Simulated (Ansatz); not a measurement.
## Lattice dynamics of BeAsPt (built on the sites of a database entry of BaAsPd)

Wanted: phonon frequencies of BeAsPt (built on the sites of a database entry of BaAsPd) and what follows from them.

Program: Ansatz 0.2.0. Level of theory: DFT PBEsol, scalar-relativistic, plane waves, norm-conserving pseudopotentials. Results are calculated unless marked as measured.

The structure was built from a prototype and need not be the compound's stable phase.

## 1. The structure

Symmetry: P-6m2, No. 187, hexagonal system. Conventional cell: a = 3.316 Å, b = 3.316 Å, c = 3.638 Å, α = 90.00°, β = 90.00°, γ = 120.00°. Be has 6 Pt at 2.64 Å and 6 As at 2.64 Å nearest. Nearest to As lie 3 Pt at 1.91 Å and 6 Be at 2.64 Å. Nearest to Pt lie 3 As at 1.91 Å and 6 Be at 2.64 Å. Farther neighbours are not listed.

## 2. Rough relaxation

The start is far from rest, so a relaxation with loose tolerances brings it close first.

input.yaml

```yaml
crystal:
  lattice:
    - [3.31575, 0.0, 0.0]
    - [-1.65788, 2.87153, 0.0]
    - [0.0, 0.0, 3.63787]
  atoms:
    - { symbol: Be, position: [0.0, 0.0, 0.0] }
    - { symbol: As, position: [0.66666667, 0.33333333, 0.5] }
    - { symbol: Pt, position: [0.33333333, 0.66666667, 0.5] }
kpoints:
  mp_grid: { grid: [9, 9, 6] }
hamiltonian:
  xc: pbesol
  pseudopotentials: { kind: nc }
scf:
  occupations: { method: gaussian, width: 0.1 }
output:
  forces: true
  stress: true
  eigenvalues: true
relax:
  adjacent_minimum: "off"
  f_tol: 0.05
  max_steps: 80
  cell: { stress_tol: 0.5 }
```

Started as:

```
$ ansatz run input.yaml --threads 8 --pin off --max-ram 14336MiB --backend cpu --events-out ev --progress --plain --runs-dir out
```

Numbers of over 12 decimals in the logs are rounded to 6 here.

What it wrote:

```text
The last accepted step is kept in <dir> (removed where the run ends without a failure and the disk answers)
Engine: ansatz 0.2.0, x86_64-unknown-linux-gnu
Pseudopotentials: kind: nc
Pseudopotential: Be, nc, valence charge 4, recommended cutoff 1197.300995 eV (normal), Be.nc.azcp (PseudoDojo's, or run here from an input of PseudoDojo's: the run reads no file of this project's for it)
[...]
F+E_penalty+E_count = -6812.77315196 eV   max|allowed force component| = 2.390e-16 eV/Å   (the final SCF, on the basis selected at the relaxed cell)
  cell:  # Å, volume = 42.6737 Å³
    - [4.274341, 3.7213137752317744e-6, 0.0]
    - [-2.137174, 3.701686, 0.0]
    - [0.0, 0.0, 2.697068]
  atoms:
    - { symbol: Be, position: [0, 0, 0.0] }
    - { symbol: As, position: [0.666667, 0.333333, 0.5] }
    - { symbol: Pt, position: [0.333333, 0.666667, 0.5] }
[key lines of the parts left out:]
SCF converged after 5 iterations
Free energy (F): -6812.773152 eV
Fermi energy:    16.182623 eV
P = ⅓ Tr σ = 0.3891 GPa (3.891 kbar)
```

Run time: 11 s. Hardware: 8 threads of AMD EPYC 9R45, shared host; peak memory 0.66 GiB.

The steps of the relaxation:

```tsv
step	energy less that of the first step (eV)	largest force component (eV/Å)	pressure (GPa)	volume (Å³)
1	0.0000	0.0000	183.69	34.64
2	-4.6018	0.0000	106.36	38.12
3	-7.3512	0.0000	54.99	41.47
4	-8.7456	0.0000	19.22	44.21
5	-9.1683	0.0000	3.63	44.15
6	-9.2795	0.0000	0.16	42.72
7	-9.3048	0.0000	0.60	41.71
8	-9.3236	0.0000	-0.46	39.96
9	-9.3270	0.0000	0.31	39.42
10	-9.3287	0.0000	0.52	38.58
11	-9.3295	0.0000	-0.40	39.07
12*	-9.9001	0.0000	23.24	39.07
13	-10.2581	0.0000	18.69	38.97
14	-10.3791	0.0000	-6.73	44.85
15	-10.4625	0.0000	-1.12	42.98
16	-10.4636	0.0000	0.05	42.67
17*	-10.4681	0.0000	0.39	42.67
```

Relaxation steps marked * repeat the geometry before them on a plane-wave basis chosen anew for their cell, so energy and pressure can jump there.

Forces are held to the 12 operations that the run works with; a distortion that breaks them can't arise in this run.

```tsv
cell as run	before	after	change
a (Å)	3.316	4.274	+28.9 %
b (Å)	3.316	4.274	+28.9 %
c (Å)	3.638	2.697	-25.9 %
volume (Å³/atom)	11.55	14.22	+23.2 %
```

The relaxed structure:

```
Be As Pt
1.0
     4.27434    0.00000    0.00000
    -2.13717    3.70169    0.00000
     0.00000    0.00000    2.69707
Be As Pt
1 1 1
Cartesian
  0.0000 0.0000 0.0000
  2.1372 1.2339 1.3485
  0.0000 2.4678 1.3485
```

Numbers from this step:

| Item | Value |
| --- | --- |
| pressure | 0.3891 GPa |
| volume per atom | 14.22 Å³ |
| gap on the k-mesh | 0 eV |

In this step the volume went from 11.55 to 14.22 Å³/atom.

## 3. Relaxation

Harmonic phonons are second derivatives at a point where the forces vanish, and they are wanted at zero stress, so atoms and cell are relaxed first.

input.yaml, the sections that differ from step 2:

```yaml
crystal:
  lattice:
    - [4.2743409936, 3.7213e-06, 0.0]
    - [-2.1371737196, 3.7016860243, 0.0]
    - [0.0, 0.0, 2.6970676664]
  atoms:
    - { symbol: Be, position: [0.0, 0.0, 0.0] }
    - { symbol: As, position: [0.6666666667, 0.3333333333, 0.5] }
    - { symbol: Pt, position: [0.3333333333, 0.6666666667, 0.5] }
kpoints:
  mp_grid: { grid: [12, 12, 16] }
relax:
  adjacent_minimum: "off"
  f_tol: 0.005
  max_steps: 80
  cell: { stress_tol: 0.05 }
# hamiltonian, scf, output: as in step 2
```

What it wrote:

```text
[...]
Crystal: 3 atoms, lattice volume = 42.674 Å³
Basis set: ecut = 1197.300995 eV, 3999 PW (Γ), exchange–correlation on 100×100×64 points (8 copies of the dense FFT grid, shifted against one another)
Bands: 23, of which v1, the nominal top of the filled ones, is band 19 counted from 1 (18 counted from 0)
Symmetry: 12 space group operations
[...]
--- Relaxed structure (4 steps of the walk, 4 accepted, 1 SCFs on fresh bases) ---
[...]
cell:  # Å, volume = 42.8319 Å³
    - [4.258018, 3.707123286926458e-6, 0.0]
    - [-2.129012, 3.687550, 0.0]
    - [0.0, 0.0, 2.727860]
  atoms:
    - { symbol: Be, position: [0, 0, 0.0] }
    - { symbol: As, position: [0.666667, 0.333333, 0.5] }
    - { symbol: Pt, position: [0.333333, 0.666667, 0.5] }
[key lines of the parts left out:]
SCF converged after 5 iterations
Free energy (F): -6812.710814 eV
Fermi energy:    16.029273 eV
P = ⅓ Tr σ = 0.0060 GPa (0.060 kbar)
```

Run time: 10 s. Hardware: 8 threads; peak memory 0.97 GiB.

Relaxation path:

```tsv
step	energy less that of the first step (eV)	largest force component (eV/Å)	pressure (GPa)	volume (Å³)
1	0.0000	0.0000	0.44	42.67
2	-0.0041	0.0000	-0.94	43.11
3	-0.0053	0.0000	0.39	42.74
4	-0.0054	0.0000	0.01	42.83
5*	-0.0055	0.0000	0.01	42.83
```

Relaxation steps marked * repeat the geometry before them on a plane-wave basis chosen anew for their cell, so energy and pressure can jump there.

Forces are held to the 12 operations that the run works with; a distortion that breaks them can't arise in this run.

```tsv
conventional cell, symmetrised	before	after	change
a (Å)	4.274	4.258	-0.4 %
b (Å)	4.274	4.258	-0.4 %
c (Å)	2.697	2.728	+1.1 %
volume (Å³/atom)	14.22	14.28	+0.4 %
```

Final coordinates:

```
Be As Pt
1.0
     4.25802    0.00000    0.00000
    -2.12901    3.68755    0.00000
     0.00000    0.00000    2.72786
Be As Pt
1 1 1
Direct
  0.00000 0.00000 0.00000
  0.66667 0.33333 0.50000
  0.33333 0.66667 0.50000
```

This step gave:

- pressure: 0.005957 GPa
- volume per atom: 14.28 Å³

In this step the volume went from 14.22 to 14.28 Å³/atom.

## 4. Tight relaxation

Phonons need a cell at rest on their own settings, so the relaxation is repeated with tight tolerances on forces and stress, using the mesh and the filling of the phonon run that follows.

input.yaml, the sections that differ from step 3:

```yaml
crystal:
  lattice:
    - [4.2580179925, 3.7071e-06, 0.0]
    - [-2.1290122067, 3.6875498977, 0.0]
    - [0.0, 0.0, 2.7278600115]
  atoms:
    - { symbol: Be, position: [0.0, 0.0, 0.0] }
    - { symbol: As, position: [0.6666666667, 0.3333333333, 0.5] }
    - { symbol: Pt, position: [0.3333333333, 0.6666666667, 0.5] }
scf:
  occupations: { method: methfessel_paxton, width: 0.2 }
relax:
  adjacent_minimum: "off"
  f_tol: 0.001
  max_steps: 60
  cell: { stress_tol: 0.01 }
# kpoints, hamiltonian, output: as in step 3
```

What it wrote:

```text
[...]
Crystal: 3 atoms, lattice volume = 42.832 Å³
Basis set: ecut = 1197.300995 eV, 4011 PW (Γ), exchange–correlation on 100×100×64 points (8 copies of the dense FFT grid, shifted against one another)
Bands: 23, of which v1, the nominal top of the filled ones, is band 19 counted from 1 (18 counted from 0)
Symmetry: 12 space group operations
[...]
k-point 170: bands = [... 15 lower, 12.3247, 13.4387, 13.6493, 14.9106, 17.4796, 17.9068, 21.6148, 22.6495]
--- Relaxed structure (3 steps of the walk, 3 accepted, 1 SCFs on fresh bases) ---
[...]
cell:  # Å, volume = 42.8289 Å³
    - [4.257509, 3.706661097869698e-6, 0]
    - [-2.128758, 3.687109, 0]
    - [0, 0, 2.728317]
  atoms:
    - { symbol: Be, position: [0, 0, 0] }
    - { symbol: As, position: [0.666667, 0.333333, 0.5] }
    - { symbol: Pt, position: [0.333333, 0.666667, 0.5] }
[key lines of the parts left out:]
SCF converged after 6 iterations
Free energy (F): -6812.707724 eV
Fermi energy:    16.029005 eV
P = ⅓ Tr σ = 0.0043 GPa (0.043 kbar)
```

It took 8.6 s on 8 threads; peak memory 0.97 GiB.

Little changed from the start: no atom moved by 0.005 Å and no cell edge by 0.1 %.

This step gave:

```
pressure : 0.004294 GPa
```

The forces vanish by symmetry and the pressure is 0.004 GPa, within the tolerances set. The cell now holds 14.28 Å³/atom.

## 5. Modes at Γ

The zone centre comes first: it holds the modes that light can see, as far as symmetry allows. No field response is asked, since the mesh shows no gap.

input.yaml, the sections that differ from step 4:

```yaml
crystal:
  lattice:
    - [4.2575090734, 3.7067e-06, 0.0]
    - [-2.1287577467, 3.6871091611, 0.0]
    - [0.0, 0.0, 2.7283165656]
  atoms:
    - { symbol: Be, position: [0.0, 0.0, 0.0] }
    - { symbol: As, position: [0.6666666667, 0.3333333333, 0.5] }
    - { symbol: Pt, position: [0.3333333333, 0.6666666667, 0.5] }
output:
  eigenvalues: true
phonons:
  method: dfpt
# kpoints, hamiltonian, scf: as in step 4
# relax: removed
```

What it wrote:

```text
[...]
Crystal: 3 atoms, lattice volume = 42.829 Å³
Basis set: ecut = 1197.300995 eV, 3987 PW (Γ), exchange–correlation on 100×100×64 points (8 copies of the dense FFT grid, shifted against one another)
Bands: 23, of which v1, the nominal top of the filled ones, is band 19 counted from 1 (18 counted from 0)
Symmetry: 12 space group operations
k-points: 632 of 2304 (irreducible under 2 space group operations, time reversal used)
[...]
SCF iter   1: F=—  HF=-6813.951309 eV  |F-HF|=—  |Δ(HF+E_count)|=         —  Δρ=1.06e-1  dr2=6.85e0  ethr=3.10e-3  ⟨swp⟩=5.7  Hψ=67997  notcnv=0
[...]
SCF iter  10: F=-6812.707724 eV  HF=-6812.707724 eV  |F-HF|=9.09e-13  |Δ(HF+E_count)|=  4.55e-12  S|Δr|=    0.00e0  Δρ=4.75e-8  dr2=7.49e-13  ethr=1.00e-12  ⟨swp⟩=7.2  Hψ=72953  notcnv=0
SCF 1 converged in 10 iterations: F = -6812.707724 eV  dr2 = 7.49e-13
DFPT response loops at Γ: preconditioner auto → Kerker (q_TF=auto, 2.663 Å⁻¹) (partly filled bands, converged f_vac=0.000); β = 1.00, the filter's whole step (`scf.mixing.beta` (0.50) is not read by the response loops under this deck's `scf.mixing.preconditioner`; to damp them name `kerker` or `kerker_dos`, under which they read `scf.mixing.beta`, and type it under 1.00, their step now; both keys bind the ground state too); Broyden in place of MSR1
SCF converged after 10 iterations
[...]
Free energy (F): -6812.707724 eV
[...]
Internal energy: -6812.708295 eV  (E = F + TS)
E sigma→0 (E₀):  -6812.707867 eV
Entropy (-TS):   0.000570 eV (0.190 meV/atom)
Fermi energy:    16.029005 eV
[...]
--- Band table (eV; the first three rows and the last of 632) ---
  k-point 0: bands = [... 15 lower, 13.9201, 13.9201, 15.8178, 15.8178, 17.8527, 17.8527, 19.9478, 20.0863]
  k-point 1: bands = [... 15 lower, 13.6883, 13.6883, 16.0514, 16.0514, 17.8825, 17.8825, 19.1283, 20.2773]
  k-point 2: bands = [... 15 lower, 13.1945, 13.4949, 16.5490, 16.5490, 17.6997, 17.9766, 17.9766, 20.3665]
  k-point 631: bands = [... 15 lower, 12.2857, 12.9762, 14.1590, 15.4883, 17.4585, 18.2566, 20.6083, 21.7172]
--- Phonons (Γ-DFPT): 6 representative perturbations + reference, on 632 of 2304 k-points (Σ response iterations 24) ---
  k mesh reduced under 2 symmetry operations, with k and −k counted as one. Each operation leaves every solved perturbation unchanged. A smaller set is not used because it would not reduce the number of displacements times k-points to solve
  ASR residual: 1.202e-4 → 0.000e0 eV/Å²; symmetrization residual: 6.761e-4 eV/Å²
  ASR residual per site (eV/Å²): 1.11e-5 4.35e-6 1.20e-4
  Γ frequencies (cm⁻¹): -148.68 -148.68 -140.61 0.00 0.00 0.00 82.70 204.93 204.93
  non-analytic LO–TO correction: not included (Born effective charges unavailable; polar crystals: no LO–TO splitting at Γ)
```

Elapsed: 71 s, on 8 threads; peak memory 7 GiB.

Reading the cycles: dr2 is the Hartree energy of the density residual (eV), the measure of convergence; HF is the Harris–Foulkes estimate of the energy, which meets the free energy F at convergence.

Numbers from this step:

| Quantity | Value |
| --- | --- |
| sum-rule residual before enforcement | 1.20e-4 eV/Å² |
| point group | -6m2 |
| highest optical mode at the zone centre (no LO-TO term) | 204.9 cm⁻¹ |
| lowest optical zone-centre mode | -148.7 cm⁻¹ |

Patterns of degenerate modes are one choice out of their space. The modes at Γ (shares of kinetic energy by element, %) (negative means imaginary):

```tsv
mode	frequency (cm⁻¹)	symmetry	Be %	As %	Pt %
1	-148.7	E'	95	0	5
2	-148.7	E'	95	0	5
3	-140.6	A2''	92	1	7
4	0.0	acoustic	3	27	70
5	0.0	acoustic	3	27	70
6	0.0	acoustic	3	27	70
7	82.7	A2''	4	72	23
8	204.9	E'	2	73	25
9	204.9	E'	2	73	25
```

Displacements in mode 1 (-148.7 cm⁻¹), the largest set to 1:
```
Be1  0.00  1.00  0.00
As2  0.00  0.01  0.00
Pt3  0.00 -0.05  0.00
```

Displacements in mode 7 (82.7 cm⁻¹), the largest set to 1:
```
Be1  0.00  0.00 -0.72
As2  0.00  0.00  1.00
Pt3  0.00  0.00 -0.35
```

Before it was imposed, the acoustic sum rule was missed by 1.2e-4 eV/Å². Small misses are needed for a sound result but don't prove that mesh and cutoff are converged. The lowest optical mode is imaginary, 148.7i cm⁻¹, so the energy falls along it.

(Continued in part 2 of 2.)

[Logs are printed without paths, hosts, clocks, repeated set-up lines and the standing remarks that a program may print on its own settings, such as how far it seeks lower states.]

[Hosts, paths, dates, database ids (printed as entryN), source tags and the programs' standing remarks are cut or masked in the printed files.]
